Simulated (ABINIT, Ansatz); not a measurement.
# Ba2SrTeO6 (R-3): changed settings of a GW run in ABINIT, part 2 of 2

What do changed inputs do to GW on Ba2SrTeO6 (R-3)?

ABINIT 10.8.3; LDA and many-body steps on it, plane waves. Known limits of the many-body steps: not at the basis limit; no spin-orbit coupling; coarse k mesh.

So far. Step 2 (Screening, 2×2×2 mesh, 222 bands, screening to 141.5 eV): Local fields lower ε∞ by 11 %. On a Γ-centred mesh this coarse the value itself is usually too large, while a short band sum pulls it down. Step 3 (Base): The gap on the mesh goes from 2.94 eV to 5.00 eV, a correction of +2.06 eV.

## Step 5: A keyword of another program

Level of this step: G0W0 on LDA, plane waves, norm-conserving pseudopotentials (ABINIT).

Input file run.abi:

```
acell 3*1.0 Angstrom
rprim 
  3.094471017325 1.786593674874 4.966610984592
  -3.094471017325 1.786593674874 4.966610984592
  0.000000000000 -3.573187349682 4.966610984616
ntypat 4
znucl 56 38 52 8
natom 10
typat 1 1 2 3 4 4 4 4 4 4
xred 
  0.252060000000 0.252060000000 0.252060000000
  0.747940000000 0.747940000000 0.747940000000
  0.000000000000 0.000000000000 0.000000000000
  0.500000000000 0.500000000000 0.500000000000
  0.328441000000 0.717506000000 0.226340000000
  0.717506000000 0.226340000000 0.328441000000
  0.226340000000 0.328441000000 0.717506000000
  0.671559000000 0.282494000000 0.773660000000
  0.773660000000 0.671559000000 0.282494000000
  0.282494000000 0.773660000000 0.671559000000
pp_dirpath "pseudos"
pseudos "Ba.upf, Sr.upf, Te.upf, O.upf"
ecut 42
ngkpt 2 2 2
nshiftk 1
shiftk 0 0 0
kptopt 1
chksymbreak 0
istwfk *1
occopt 1
irdwfk 1
optdriver 4
nband 222
gwcalctyp 0
ecutsigx 42
symsigma 1
nkptgw 2
kptgw 
  0.5000000000 0.5000000000 0.0000000000
  0.0000000000 0.0000000000 0.0000000000
bdgw 
  44 47
  43 48
ecuteps 5.2
irdscr 1
ppmodel 1
ENCUTGW 100
indata_prefix "in"
outdata_prefix "out"
tmpdata_prefix "tmp"
```

The run is started by

```console
> OMP_NUM_THREADS=1 mpirun -n 4 abinit run.abi > log
```

Output:

```text
.Version 10.8.3 of ABINIT. v10.8.2 released Aug 2026.

 Symmetries : space group R-3 (#148); Bravais hR (rhombohedral)
================================================================================
 Values of the parameters that define the memory need of the present run
     intxc =       0    ionmov =       0      iscf =       7    lmnmax =       6
     lnmax =       6     mgfft =      72  mpssoang =       3    mqgrid =    3001
     natom =      10  nloc_mem =       1    nspden =       1   nspinor =       1
    nsppol =       1      nsym =       6    n1xccc =    2501    ntypat =       4
    occopt =       1   xclevel =       1
-    mband =         222        mffmem =           1         mkmem =           1
       mpw =       14476          nfft =      373248          nkpt =           4
================================================================================
  Rough estimation (10% accuracy) of disk space for files :
================================================================================

--------------------------------------------------------------------------------
------------- Echo of variables that govern the present computation ------------
--------------------------------------------------------------------------------
 -outvars: echo values of preprocessed input variables --------
            acell      1.8897261259E+00  1.8897261259E+00  1.8897261259E+00 Bohr

             bdgw          44      47      43      48
      chksymbreak           0
             ecut      4.20000000E+01 Hartree
          ecuteps      5.20000000E+00 Hartree
         ecutsigx      4.20000000E+01 Hartree
          ecutwfn      4.20000000E+01 Hartree
-          fftalg         312
           irdscr           1
           irdwfk           1

[...]
npweps         615
          npwsigx       14397
           npwwfn       14397
             nsym           6
           ntypat           4
              occ      2.000000  2.000000  2.000000  2.000000  2.000000  2.000000
                       2.000000  2.000000  2.000000  2.000000  2.000000  2.000000
                       2.000000  2.000000  2.000000  2.000000  2.000000  2.000000
                       2.000000  2.000000  2.000000  2.000000  2.000000  2.000000
[...]
[... 26 further rows ...]
                       0.000000  0.000000  0.000000  0.000000  0.000000  0.000000
                       0.000000  0.000000  0.000000  0.000000  0.000000  0.000000
        optdriver           4
            rprim      3.0944710173E+00  1.7865936749E+00  4.9666109846E+00
[...]
spgroup         148

             xred      2.5206000000E-01  2.5206000000E-01  2.5206000000E-01
[...]
7.7366000000E-01  6.7155900000E-01  2.8249400000E-01
                       2.8249400000E-01  7.7366000000E-01  6.7155900000E-01
            znucl       56.00000   38.00000   52.00000    8.00000

================================================================================

 chkinp: Checking input parameters for consistency.

--- !ERROR
message: |
    Found token: `ENCUTGW` in the input file.
    This name is not one of the registered input variable names (see
    Action: check your input file. Perhaps you mistyped the input variable,
    or specified "img", although this was not permitted for this input variable.

--- !ERROR
message: |
    Found token: `ENCUTGW` in the input file.
    This name is not one of the registered input variable names (see
    Action: check your input file. Perhaps you mistyped the input variable,
    or specified "img", although this was not permitted for this input variable.

--- from the log ---
Found token: `ENCUTGW` in the input file.
    This name is not one of the registered input variable names (see
    Action: check your input file. Perhaps you mistyped the input variable,
    or specified "img", although this was not permitted for this input variable.
```

It took 1.5 s on 4 MPI ranks of Intel Xeon Platinum 8259CL at 2.50GHz (Skylake/Cascade Lake), shared host; peak memory 0.05 GiB.

The run stopped with an error after 1.5 s.

The program's words: Found token: `ENCUTGW` in the input file. This name is not one of the registered input variable names (see Action: check your input file. Perhaps you mistyped the input variable, or specified "img", although this was not permitted for this input variable.

The fault put into this input: a keyword of another program.

## Step 6: Side by side

Times are wall times on 4 MPI ranks of Intel Xeon Platinum 8259CL at 2.50GHz (Skylake/Cascade Lake), shared host, good to a factor of about two. A run's time includes the screening step that it read.

```csv
run,mesh,bands,screening cutoff (eV),DFT gap (eV),gap on the mesh (eV),direct (eV),ε∞ used,time
base,2×2×2,222,141.5,2.939,4.999,5.147,4.01,12 min
scissors in G,2×2×2,222,141.5,2.939,5.050,5.198,4.01,12 min
```

## Step 7: What came out

```
base          : 4.999 eV
scissors in G : 5.050 eV
known limits  : not at the basis limit; no spin-orbit coupling; coarse k mesh
```

Scissors in G: +0.051 eV against base (keys changed: mbpt_sciss). Bands and cutoff are finite, so the gap is not at the basis limit. The miss can reach some tenths of an eV and take either sign; the mesh is an error of its own. In the G0W0 runs levels were corrected at 2 k points alone, so a gap called «on the mesh» is the least over those, and an edge elsewhere would be missed. The 2×2×2 mesh is coarse for this cell, which bears on the long-range parts of exchange and screening. The many-body steps are scalar-relativistic: spin-orbit coupling is not in them.

[Paths, hosts, dates, memory and timing lines, banners, echoed tables and standing remarks are left out of the program output.]

[Logs are printed without paths, hosts, clocks, repeated set-up lines and the standing remarks that a program may print on its own settings, such as how far it seeks lower states.]

[Runs of the session that timed out or met a known fault of the program may be left out.]

[Hosts, paths, dates, database ids (printed as entryN), source tags and the programs' standing remarks are cut or masked in the printed files.]

[G0W0 gaps are taken among the corrected bands and points alone; a level outside them can change the order at an edge.]

[Where Ansatz stands beside ABINIT at settings called matched, ABINIT's density can come from a denser mesh and the files from another edition; pairs whose starting gaps differed by over 0.03 eV were left out, so agreement reads better than it is.]
